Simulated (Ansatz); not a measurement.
# Ba2C (model cell, started as cuprite): phonons and vibrational spectra

Task: relax Ba2C (model cell, started as cuprite), then find its harmonic phonons.

Program: Ansatz 0.2.0. Level of theory: DFT PBEsol, scalar-relativistic, plane waves, PAW. Results are calculated unless marked as measured.

Report form: the programs' logs are mostly left out.

The structure was built from a prototype and need not be the compound's stable phase.

## Step 1: The structure

Symmetry: Pn-3m, No. 224, cubic system. The conventional cell has a = 5.792 Å, b = 5.792 Å, c = 5.792 Å, α = 90.00°, β = 90.00°, γ = 90.00°. C has 4 Ba at 2.51 Å nearest. Ba has 2 C at 2.51 Å nearest. Farther neighbours are not listed.

## Step 2: Bringing the structure to rest

The cell and atoms are relaxed, since residual forces and stress would shift the frequencies.

Contents of input.yaml:

```yaml
crystal:
  lattice:
    - [5.79198, 0.0, 0.0]
    - [0.0, 5.79198, 0.0]
    - [0.0, 0.0, 5.79198]
  atoms:
    - { symbol: C, position: [0.0, 0.0, 0.0] }
    - { symbol: C, position: [0.5, 0.5, 0.5] }
    - { symbol: Ba, position: [0.25, 0.25, 0.25] }
    - { symbol: Ba, position: [0.75, 0.75, 0.25] }
    - { symbol: Ba, position: [0.75, 0.25, 0.75] }
    - { symbol: Ba, position: [0.25, 0.75, 0.75] }
kpoints:
  mp_grid: { grid: [6, 6, 6] }
hamiltonian:
  xc: pbesol
scf:
  occupations: { method: gaussian, width: 0.1 }
output:
  forces: true
  stress: true
  eigenvalues: true
relax:
  adjacent_minimum: "off"
  f_tol: 0.005
  max_steps: 80
  cell: { stress_tol: 0.05 }
```

Command:

```bash
$ ansatz run input.yaml --threads 8 --pin off --max-ram 14336MiB --backend cpu --events-out ev --progress --plain --runs-dir out
```

It took 8.2 s on 8 threads of Arm Neoverse V2, shared host; peak memory 0.81 GiB; 59 s of CPU time.

Relaxation path:

```
step  energy less that of the first step (eV)  largest force component (eV/Å)  pressure (GPa)  volume (Å³)
   1                                   0.0000                          0.0000            6.03       194.30
   2                                  -0.6213                          0.0000            1.18       224.13
   3                                  -0.6560                          0.0000            0.20       232.85
   4                                  -0.6568                          0.0000            0.01       234.75
  5*                                  -0.6841                          0.0000            0.15       234.75
   6                                  -0.6844                          0.0000            0.01       236.27
  7*                                  -0.6848                          0.0000            0.01       236.27
```

Relaxation steps marked * repeat the geometry before them on a plane-wave basis chosen anew for their cell, so energy and pressure can jump there.

Forces are held to the 48 operations that the run works with; a distortion that breaks them can't arise in this run.

```
conventional cell, symmetrised  before  after   change
                         a (Å)   5.792  6.182   +6.7 %
                         b (Å)   5.792  6.182   +6.7 %
                         c (Å)   5.792  6.182   +6.7 %
              volume (Å³/atom)   32.38  39.38  +21.6 %
```

Final coordinates:

```
C Ba
1.0
     6.18207    0.00000    0.00000
     0.00000    6.18207    0.00000
     0.00000    0.00000    6.18207
C Ba
2 4
Direct
  0.00000 0.00000 0.00000
  0.50000 0.50000 0.50000
  0.25000 0.25000 0.25000
  0.75000 0.75000 0.25000
  0.75000 0.25000 0.75000
  0.25000 0.75000 0.75000
```

This step gave:

```
pressure          : 0.01050 GPa
volume per atom   : 39.38 Å³
gap on the k-mesh : 0 eV
```

In this step the volume went from 32.38 to 39.38 Å³/atom.

## Step 3: Relaxation

The relaxation is repeated from its end on the same settings, as a check that it has come to rest.

input.yaml, as its differences from that of step 2:

```diff
@@ -2,5 +2,5 @@
   lattice:
-    - [5.79198, 0.0, 0.0]
-    - [0.0, 5.79198, 0.0]
-    - [0.0, 0.0, 5.79198]
+    - [6.1820686643, 0.0, 0.0]
+    - [0.0, 6.1820686643, 0.0]
+    - [0.0, 0.0, 6.1820686643]
   atoms:
@@ -22,2 +22,6 @@
   eigenvalues: true
+  write_density: true
+  write_potential: true
+  elf: true
+  volumetric_format: npy
 relax:
```

The job ended after 3 s (8 threads; peak memory 0.8 GiB).

Little changed from the start: no atom moved by 0.005 Å and no cell edge by 0.1 %.

In this step the volume went from 39.38 to 39.38 Å³/atom.

## Step 4: Tight relaxation

Phonons need a cell at rest on their own settings, so the relaxation is repeated with tight tolerances on forces and stress, using the mesh and the filling of the phonon run that follows.

input.yaml, the sections that differ from step 3:

```yaml
scf:
  occupations: { method: methfessel_paxton, width: 0.2 }
output:
  forces: true
  stress: true
  eigenvalues: true
relax:
  adjacent_minimum: "off"
  f_tol: 0.001
  max_steps: 60
  cell: { stress_tol: 0.01 }
# crystal, kpoints, hamiltonian: as in step 3
```

It took 2.9 s on 8 threads; peak memory 0.79 GiB; 20 s of CPU time.

Little changed from the start: no atom moved by 0.005 Å and no cell edge by 0.1 %.

Numbers from this step:

```yaml
pressure: 0.002874 GPa
```

The forces vanish by symmetry and the pressure is 0.003 GPa, within the tolerances set. The cell now holds 39.38 Å³/atom.

## Step 5: Zone-centre response

The zone centre comes first: it holds the modes that light can see, as far as symmetry allows. No field response is asked, since the mesh shows no gap.

input.yaml, as its differences from that of step 4:

```diff
@@ -19,9 +19,4 @@
 output:
-  forces: true
-  stress: true
   eigenvalues: true
-relax:
-  adjacent_minimum: "off"
-  f_tol: 0.001
-  max_steps: 60
-  cell: { stress_tol: 0.01 }
+phonons:
+  method: dfpt
```

It took 26 s on 8 threads; peak memory 2.5 GiB.

This step gave:

```
sum-rule residual before enforcement                    : 2.60e-5 eV/Å²
point group                                             : m-3m
highest optical mode at the zone centre (no LO-TO term) : 202.8 cm⁻¹
lowest optical zone-centre mode                         : -114.3 cm⁻¹
```

Patterns of degenerate modes are one choice out of their space. Modes at Γ, with each element's share of the kinetic energy (negative means imaginary):

```
mode  frequency (cm⁻¹)  symmetry  C %  Ba %
   1            -114.3       T1u   34    66
   2            -114.3       T1u   34    66
   3            -114.3       T1u   34    66
   4               0.0  acoustic    4    96
   5               0.0  acoustic    4    96
   6               0.0  acoustic    4    96
   7              33.3       T2u    0   100
   8              33.3       T2u    0   100
   9              33.3       T2u    0   100
  10              52.6        Eu    0   100
  11              52.6        Eu    0   100
  12             111.3       A2u    0   100
  13             146.2       T2g  100     0
  14             146.2       T2g  100     0
  15             146.2       T2g  100     0
  16             202.8       T1u   62    38
  17             202.8       T1u   62    38
  18             202.8       T1u   62    38
```

Displacements in mode 1 (-114.3 cm⁻¹), the largest set to 1:
```
C1  -0.14 -0.32  1.00
C2  -0.14 -0.32  1.00
Ba3  0.15  0.19 -0.14
Ba4 -0.26 -0.22  0.05
Ba5  0.27 -0.16 -0.01
Ba6 -0.13  0.25 -0.08
```

Displacements in mode 16 (202.8 cm⁻¹), the largest set to 1:
```
C1   0.00 -0.53  1.00
C2   0.00 -0.53  1.00
Ba3 -0.05 -0.09  0.02
Ba4  0.17  0.14 -0.10
Ba5 -0.17  0.14 -0.10
Ba6  0.05 -0.09  0.02
```

Before it was imposed, the acoustic sum rule was missed by 2.6e-5 eV/Å². Small misses are needed for a sound result but don't prove that mesh and cutoff are converged. The lowest optical mode is imaginary, 114.3i cm⁻¹, so the energy falls along it.

## Step 6: Response at finite wavevector

Stability and thermal properties need the whole zone. Linear response on a 2×2×2 q mesh gives force constants as far as a supercell of that size would.

input.yaml, as its differences from that of step 5:

```diff
@@ -22 +22,8 @@
   method: dfpt
+  qmesh: [2, 2, 2]
+  temperatures: { t_max: 1000, t_step: 50 }
+  qpath:
+    path:
+      - [[0.0, 0.0, 0.0], [0.0, 0.5, 0.0], [0.5, 0.5, 0.0], [0.0, 0.0, 0.0], [0.5, 0.5, 0.5], [0.0, 0.5, 0.0]]
+      - [[0.5, 0.5, 0.5], [0.5, 0.5, 0.0]]
+    npoints: 10
```

It took 2 min on 8 threads; peak memory 2.8 GiB; 15 min of CPU time.

Numbers from this step:

```yaml
sum_rule_residual_before_enforcement: 3.02e-5 eV/Å²
lowest_frequency_on_the_path: -131.7 cm⁻¹
highest_frequency_on_the_path_or_at_a_solved_wavevector: 233.3 cm⁻¹
lowest_mode_on_the_q_mesh_acoustic_modes_at_gamma_apart: -131.7 cm⁻¹
```

Frequencies (cm⁻¹) solved at each irreducible wavevector; negative means imaginary. Frequencies by wavevector, by row:

```
q in reciprocal lattice units  star  mode 1  mode 2  mode 3  mode 4  mode 16  mode 17  mode 18
                        0 0 0     1  -114.3  -114.3  -114.3       0    202.8    202.8    202.8
                     0 0 -0.5     3  -131.7  -131.7  -117.8  -117.8    115.6    233.3    233.3
                  0 -0.5 -0.5     3   -75.6   -75.6     -58     -58    141.9    209.1    209.1
               -0.5 -0.5 -0.5     1   -78.4   -78.4   -78.4   -70.5    206.1    206.1    206.1
```

Interpolated from a 2×2×2 q mesh. Phonon branches along the path, in cm⁻¹:

```
    point  branch 1  branch 2  branch 3  branch 4  branch 15  branch 16  branch 17  branch 18
        Γ      -114      -114      -114         0        146        203        203        203
  halfway      -122      -122      -120        12        109        167        223        223
        X      -132      -132      -118      -118        116        116        233        233
  halfway      -112      -112       -89       -89        134        134        219        219
        M       -76       -76       -58       -58        142        142        209        209
  halfway      -127      -112      -112       -29        112        194        194        221
        Γ      -114      -114      -114         0        146        203        203        203
  halfway      -108      -108      -101       -44        110        197        206        206
        R       -78       -78       -78       -70        114        206        206        206
  halfway      -101       -88       -83       -55        119        168        208        217
        X      -132      -132      -118      -118        116        116        233        233
jump to R       -78       -78       -78       -70        114        206        206        206
  halfway       -77       -77       -76       -64        110        186        208        208
        M       -76       -76       -58       -58        142        142        209        209
```

Tetrahedra on a 10×10×10 mesh, mean over bins of 5 cm-1. Interpolated from a 2×2×2 q mesh. Phonon density of states against wavenumber; read off at these points:

```
wavenumber (cm⁻¹)  phonon density of states (1/cm⁻¹/cell)
             -132                                 0.00326
             -122                                  0.0616
             -118                                  0.0983
             -112                                  0.0588
             -102                                  0.0452
              -92                                  0.0459
              -82                                  0.0557
              -72                                  0.0316
              -62                                  0.0469
              -52                                  0.0306
              -42                                  0.0345
              -32                                  0.0714
              -22                                  0.0560
              -12                                  0.0408
               -2                                  0.0285
                8                                  0.0307
               18                                  0.0492
               28                                   0.105
               38                                  0.0822
               48                                   0.175
               52                                   0.150
               62                                   0.126
               72                                  0.0436
               82                                  0.0496
               92                                  0.0297
              102                                  0.0244
              112                                   0.105
              122                                  0.0274
              132                                  0.0118
              142                                 0.00756
              152                                  0.0118
              162                                  0.0173
              172                                  0.0190
              182                                  0.0218
              192                                  0.0139
              202                                  0.0233
              208                                   0.123
              212                                  0.0906
              222                                  0.0524
              232                                 0.00471
```

The partial phonon density of states has structure finer than the step of the table below, so its rows give means over 20 cm⁻¹, whole bins alone (the curve runs from -141 to 250 cm⁻¹). Peaks (cm⁻¹: height): Ba -116.5: 0.0369, -77.1: 0.0427, -23.1: 0.0624, 26.1: 0.101, 48.2: 0.152, 112.1: 0.0651, 208.0: 0.0278; C -121.4: 0.0428, 62.9: 0.0357, 80.2: 0.0277, 178.5: 0.0172, 208.0: 0.0746.

Phonopy on the run's constants, 9x9x9 mesh, Gaussian sigma 2.8 cm-1. Interpolated from a 2×2×2 q mesh. Table of partial phonon density of states by wavenumber; means over each step; values in 1/cm⁻¹/cell:

```
wavenumber (cm⁻¹)       Ba        C
             -120   0.0255   0.0367
             -100   0.0218   0.0227
              -80   0.0326   0.0183
              -60   0.0260  0.00872
              -40   0.0418  0.00569
              -20   0.0543  0.00247
                0   0.0220  0.00106
               20   0.0654  0.00302
               40   0.0983   0.0107
               60   0.0963   0.0297
               80   0.0245   0.0206
              100   0.0201   0.0140
              120   0.0280   0.0144
              140  0.00447  0.00564
              160  0.00545  0.00878
              180  0.00606   0.0134
              200   0.0124   0.0313
              220   0.0136   0.0477
```

Symmetry leaves 4 wavevectors to solve. The lowest mode among them, the acoustic zeros apart, lies at q = (0, 0, -0.5) and is imaginary, 131.7i cm⁻¹, so the energy falls along it.

## Step 7: What came out

```
space group after relaxation (within 0.01 Å)            : Pn-3m
volume per atom                                         : 39.4 Å³
electronic character                                    : no gap on this mesh
highest optical mode at the zone centre (no LO-TO term) : 203 cm⁻¹
lowest optical zone-centre mode                         : -114 cm⁻¹
lowest mode on the q mesh (acoustic modes at Γ apart)   : -132 cm⁻¹
highest frequency on the path or at a solved wavevector : 233 cm⁻¹
imaginary modes on the 2×2×2 q mesh                     : yes
```

In words: Modes are clearly imaginary (beyond 10i cm⁻¹) at 4 of the 4 irreducible wavevectors, most at q = (0, 0, -0.5) (131.7i cm⁻¹), so this structure is not a minimum of the energy. The optical modes at Γ span -114 to 203 cm⁻¹ (negative means imaginary). With no gap, or one that is small against the smearing, the frequencies hang on the k mesh and the smearing, most of all near Kohn anomalies. Spin-orbit coupling is left out, which can matter for the heavy elements here. The starting cell was built on a prototype and not taken from a measurement, so the phase need not exist. These are harmonic frequencies at zero temperature: anharmonic shifts, linewidths and thermal expansion are left out.

[Logs are printed without paths, hosts, clocks, repeated set-up lines and the standing remarks that a program may print on its own settings, such as how far it seeks lower states.]

[Hosts, paths, dates, database ids (printed as entryN), source tags and the programs' standing remarks are cut or masked in the printed files.]
